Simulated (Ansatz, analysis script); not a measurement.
# Constrained moments in CrBr2, part 2 of 2

How well does a Heisenberg term describe CrBr2? One moment is turned under a constraint.

Ansatz 0.2.0; PBEsol with U = 3.5 eV on Cr d (ortho-atomic projectors), PAW set soft_1 (files made for PBE).

So far. Step 2 (Collinear start 1: antiferro q=(0,1/2,0) +-): It ends antiferromagnetic, with 3.58 μB on the largest site. Step 3 (Collinear start 2: antiferro q=(1/2,1/2,0) +-): It ends antiferromagnetic, with 3.59 μB on the largest site.

## 5. Turned states in one run

Level of this step: Ansatz DFT on spinors, a batch of states with constrained moment directions; PBEsol+U, PAW set soft_1; PAW set soft_1 (Ansatz).

A canted state is in general not stationary, so a lock holds the direction of each moment by a field that the run finds for itself, with a floor under its size so that it cannot collapse. One batch solves all states on one mesh, so that their energies can be subtracted.

The input counts atoms from 0. Atom 1 (Cr) is the turned one, and with it all its lattice images.

File input.yaml:

```yaml
crystal:
  lattice:
    - [7.489338, -3.66211, 0.0]
    - [7.489338, 0.0, 0.0]
    - [-0.726847, 0.0, 6.465946]
  atoms:
    - { symbol: Cr, position: [0.0, 0.0, 0.0], spin: 3.59, spin_axis: [0.0, 0.0, 1.0] }
    - { symbol: Cr, position: [0.5, 0.0, 0.0], spin: 3.59, spin_axis: [0.0, 0.0, -1.0] }
    - { symbol: Br, position: [0.0, 0.645774, 0.233228] }
    - { symbol: Br, position: [0.5, 0.645774, 0.233228] }
    - { symbol: Br, position: [0.0, 0.354226, 0.766772] }
    - { symbol: Br, position: [0.5, 0.354226, 0.766772] }
kpoints:
  mp_grid: { grid: [5, 5, 3] }
hamiltonian:
  xc: pbesol
  hubbard:
    projectors: ortho-atomic
    sites: [{ species: Cr, l: d, u_eff: 3.5 }]
  pseudopotentials: { kind: paw, azcp: { folder: soft_1 }, xc_functional: pbe }
scf:
  occupations: { method: fermi_dirac, width: 0.05 }
  max_iter: 120
  convergence: { dr2_threshold: 1.0e-08 }
basis:
  ecutwfc: 420.0
magnetization:
  noncollinear: true
magnetic_configurations:
  lock: { kind: ray, floor_fraction: 0.25 }
  seed: rotate
  angular_fan:
    site: 1
    rotation_axis: [0, 1, 0]
    angles_deg: [0, 30, 60, 90, 135, 180]
checkpoint:
  read: start
```

Launch:

```console
$ ansatz run input.yaml --threads 4 --pin off --max-ram 8192MiB --backend cpu --events-out ev --progress --plain --runs-dir out
```

Numbers of over 12 decimals in the logs are rounded to 6 here.

The log of the run:

```text
Warning: checkpoint.read: spin treatment differs: saved collinear, current noncollinear; the saved charge density seeds this run and the saved magnetisation is carried along the axis that this deck's starting moments share; the saved density holds an absolute magnetisation of 8.7e0 μB; saved orbitals are not carried; the saved PAW projector densities are carried along that axis; the saved DFT+U occupations are carried along that axis
Warning: checkpoint.read: basis.fft_grid_basis: the saved state records [[1, 0, 0], [0, 1, 0], [0, 0, 1]]; without it this run's FFT boxes would lie on [[1, -1, 0], [0, 1, 0], [0, 0, 1]]; this run lays them on the saved basis, on which the saved density and orbitals are stored
[...]
davidson cushion auto → off  (block headroom 12 ≥ Hubbard manifold empty extent 10; pin scf.eigensolver.cushion to override)
Crystal: 6 atoms, lattice volume = 177.340 Å³
Basis set: ecut = 420 eV, 3469 PW (Γ)
Bands: 68, of which v1, the nominal top of the filled ones, is band 56 counted from 1 (55 counted from 0)
Symmetry: 4 space group operations
k-points: 38 of 75 (irreducible under 2 space group operations)
[...]
Starting moments: Σ|m| = 7.18 μB on 2 of 6 sites; this step starts from the density that it was given
[...]
iter 1 solved again at ethr=1.54e-5 eV; its pass at ethr=1.00e-1 eV (dr2=8.63e-3 eV) is discarded
SCF iter   1: F=-17645.325718 eV  HF=-17645.325719 eV  |F-HF|=2.10e-7  |Δ(HF+E_count)|=         —  Δρ=8.58e-6  dr2=2.47e-7  dr2_m=6.43e-9  ethr=1.54e-5  |M|=8.21e-13 ∫|m|=8.65e0 μB  |m|>n=0.0e0 m-floor=0.0e0 τ_xc=1.8e-11 mc-row=0.0e0  β_m=0.30  ⟨swp⟩=13.9  Hψ=21671  notcnv=5  reapply=14
eigensolver tolerance schedule: the retry pair's looser diagonalisation over-reported the residual by 34941.44 of it (diagonalisation noise at an unbounded share of the residual, at the tolerance the schedule requests for it); recorded, not acted on — ethr = c·dr2/N_el stays at c = 1.0e-1
[...]
spin=Noncollinear: Resta preconditioning applied to the charge; magnetization (m_x, m_y, m_z) channels mix plain (no charge-response kernel on spin).
SCF iter   2: F=-17645.325725 eV  HF=-17645.325725 eV  |F-HF|=4.80e-8  |Δ(HF+E_count)|=   6.39e-6  Δρ=4.19e-6  dr2=5.41e-8  dr2_m=2.01e-9  ethr=4.41e-10  |M|=5.00e-10 ∫|m|=8.65e0 μB  |m|>n=0.0e0 m-floor=0.0e0 τ_xc=9.0e-9 mc-row=0.0e0  β_m=0.25  ⟨swp⟩=6.6  Hψ=10458  notcnv=0  defer=2
[...]
SCF iter   4: F=-17645.325725 eV  HF=-17645.325725 eV  |F-HF|=6.85e-9  |Δ(HF+E_count)|=   3.44e-9  Δρ=1.62e-6  dr2=8.50e-9  dr2_m=1.58e-10  ethr=4.20e-11  |M|=1.06e-9 ∫|m|=8.65e0 μB  |m|>n=0.0e0 m-floor=0.0e0 τ_xc=2.0e-9 mc-row=0.0e0  ⟨swp⟩=2.3  Hψ=4730  notcnv=0  defer=2
SCF 1 converged in 4 iterations: F = -17645.325725 eV  dr2 = 8.50e-9
[...]
── magnetic configuration reference member: converged ──
── magnetic configuration member 1/6: fan1.0 ──
[...]
SCF 1 converged in 6 iterations: F = -17645.325725 eV  dr2 = 3.34e-9
── member 1 fan1.0: converged ──
── magnetic configuration member 2/6: fan1.30 ──
Symmetry: 2 space group operations
k-points: 38 of 75
[...]
SCF 1 converged in 7 iterations: F = -17645.325198 eV  dr2 = 2.42e-10
[...]
── member 2 fan1.30: converged ──
── magnetic configuration member 3/6: fan1.60 ──
[...]
SCF 1 converged in 8 iterations: F = -17645.323752 eV  dr2 = 3.28e-9
── member 3 fan1.60: converged ──
── magnetic configuration member 4/6: fan1.90 ──
[...]
SCF 1 converged in 9 iterations: F = -17645.321765 eV  dr2 = 9.29e-10
── member 4 fan1.90: converged ──
── magnetic configuration member 5/6: fan1.135 ──
[...]
SCF 1 converged in 9 iterations: F = -17645.318928 eV  dr2 = 1.52e-9
── member 5 fan1.135: converged ──
── magnetic configuration member 6/6: fan1.180 ──
[...]
SCF 1 converged in 8 iterations: F = -17645.317744 eV  dr2 = 2.42e-10
── member 6 fan1.180: converged ──
SCF converged after 4 iterations
Stability not checked: this state was not tested for a lower state beside it, because a magnetisation constraint still acts at the end of the SCF (magnetization_constraint; see scf.lower_state_search)
Magnetization: |M| = 0.0000 μB,  M = (+0.0000, -0.0000, -0.0000) μB
Absolute magnetization: 8.6504 μB (∫|m|, with the PAW one-centre terms)
  site 0: m = (+0.0000, -0.0000, +3.5854) μB, |m| = 3.5854 μB  (R = 1.05 Å)
  site 1: m = (-0.0000, -0.0000, -3.5854) μB, |m| = 3.5854 μB  (R = 1.05 Å)
  site 2: m = (+0.0000, +0.0000, +0.0738) μB, |m| = 0.0738 μB  (R = 1.05 Å)
  site 3: m = (-0.0000, +0.0000, -0.0738) μB, |m| = 0.0738 μB  (R = 1.05 Å)
  site 4: m = (+0.0000, +0.0000, +0.0738) μB, |m| = 0.0738 μB  (R = 1.05 Å)
  site 5: m = (-0.0000, +0.0000, -0.0738) μB, |m| = 0.0738 μB  (R = 1.05 Å)
--- Magnetisation constraints (ε_frz = 1.0e-4 eV) ---
  site  kind           target                      achieved (μB)             |Δ|max (μB)  g (eV/μB)                    λ_eff  esc  ok   flags
  0     per_site_axis  ê (+0.000, +0.000, +1.000)  (+0.000, -0.000, +3.585)  9.86e-10     (+2.0e-11, -2.0e-9, +0.0e0)  1.000  0    yes
  1     per_site_axis  ê (+0.000, +0.000, -1.000)  (-0.000, -0.000, -3.585)  9.86e-10     (-2.0e-11, -2.0e-9, +0.0e0)  1.000  0    yes
Free energy (F): -17645.325725 eV
[...]
Internal energy: -17645.325725 eV  (E = F + TS)
E sigma→0 (E₀):  -17645.325725 eV
Fermi energy:    4.176686 eV
[...]
--- Hubbard shell moments (per corrected site; Tr N, ν in electrons; μ in μ_B) ---
  shell 0: Tr N=4.6671  μ_S=(-0.0000, -0.0000, +3.9915)  μ_L=(+0.0000, -0.0000, -0.0000)  μ=(+0.0000, -0.0000, +3.9915)  ν=0.0000 along (-0.000, -0.000, +1.000)
  shell 1: Tr N=4.6671  μ_S=(+0.0000, -0.0000, -3.9915)  μ_L=(-0.0000, -0.0000, +0.0000)  μ=(-0.0000, -0.0000, -3.9915)  ν=0.0000 along (+0.000, -0.000, -1.000)
--- Band table (eV; the first three rows and the last of 38) ---
  k-point 0: bands = [... 52 lower, 2.6783, 2.6783, 3.1168, 3.1168, 5.6517, 5.6517, 7.0175, 7.0175, ... 8 higher]
  k-point 1: bands = [... 52 lower, 2.7755, 2.7755, 3.1434, 3.1434, 5.6373, 5.6373, 7.3118, 7.3118, ... 8 higher]
  k-point 2: bands = [... 52 lower, 2.5863, 2.5863, 3.0200, 3.0200, 5.2608, 5.2608, 7.6422, 7.6422, ... 8 higher]
  k-point 37: bands = [... 52 lower, 2.7465, 2.7465, 3.0143, 3.0143, 5.5080, 5.5080, 8.0006, 8.0006, ... 8 higher]
Occupation matrices written to <dir>
--- Magnetic configurations: 6 members + reference (common group order 2, 38 k-points under it; ray lock λ = 1 eV/μ_B², moment radius default, seed rotate, symmetry detected) ---
  F: the free energy, without the constraint's penalty, at the texture the member reached; Δ(F+E_count)@target: (F + electron-count term + first-order target correction) against the reference's — the energy at the target texture, the difference a fit consumes
  member                      status             F (eV) Δ(F+E_count)@target (meV)  max|Δm| μB  max|g| eV/μB  outer  esc   |G|
  reference                converged     -17645.3257251                    +0.000    9.86e-10       1.97e-9      0    0     4
  fan1.0                   converged     -17645.3257251                    -0.000     1.72e-9       3.44e-9      0    0     4
  fan1.30                  converged     -17645.3251979                    +0.527     2.84e-4       5.68e-4      0    0     2
[...]
fan1.135                 converged     -17645.3189280                    +6.798     3.98e-4       7.96e-4      0    0     2
[...]
no lower state was looked for behind 7 of the runs: none is made under a magnetisation constraint held to the close
```

Elapsed: 3 min, on 4 threads of Arm Neoverse V2, shared host; peak memory 1.4 GiB; 12 min of CPU time.

The batch gives an energy and a set of moments for each member that converges.

## 6. Side runs that gave no result

| changed | outcome |
| --- | --- |
| hamiltonian.hubbard | refused or stopped by the program |

## 7. Energies against angle

All numbers here come from the batch. Energies are free energies plus the run's first-order correction to the targets, less the reference.

```tsv
angle (°)	energy (meV a cell)	turned moment (μB)
0	0.00	3.585
30	0.53	3.586
60	1.97	3.587
90	3.96	3.588
135	6.80	3.590
180	7.98	3.590
```

A fit E(θ) = A (1 − cos θ) + B sin²θ to the 5 turned states whose moment kept its size within 15 % gives A = 3.99 meV and B = -0.0289 meV, with an r.m.s. miss under 0.01 meV. A > 0 favours the reference's alignment.

## 8. Results

```json
{
  "energy at 180°": "7.98 meV a cell",
  "turned moment": "3.59 μB at 0°, 3.59 μB at 180°",
  "bilinear term A": "3.99 meV",
  "biquadratic term B": "-0.0289 meV"
}
```

Every turn costs energy, 7.98 meV a cell at 180°, so the antiferromagnetic reference is stable against this one rotation; no orders other than those typed and the 180° state were run. The turned moment keeps its size within 0.14 %. The biquadratic term is 0.72 % of the bilinear one, so a Heisenberg term alone does well. With two magnetic atoms a cell and E = −Σ J e·e over ordered pairs, the couplings of one atom to all images of the other sum to -2.00 meV. Spin–orbit coupling is switched off, and couplings of the turned atom to its own lattice images don't enter, since these turn with it.

[Logs and program files are shortened in this print: banners, set-up blocks, solver, clock and traceback lines can be left out without a mark of their own.]

[Logs are printed without paths, hosts, clocks, repeated set-up lines and the standing remarks that a program may print on its own settings, such as how far it seeks lower states.]

[Hosts, paths, dates, database ids (printed as entryN), source tags and the programs' standing remarks are cut or masked in the printed files.]
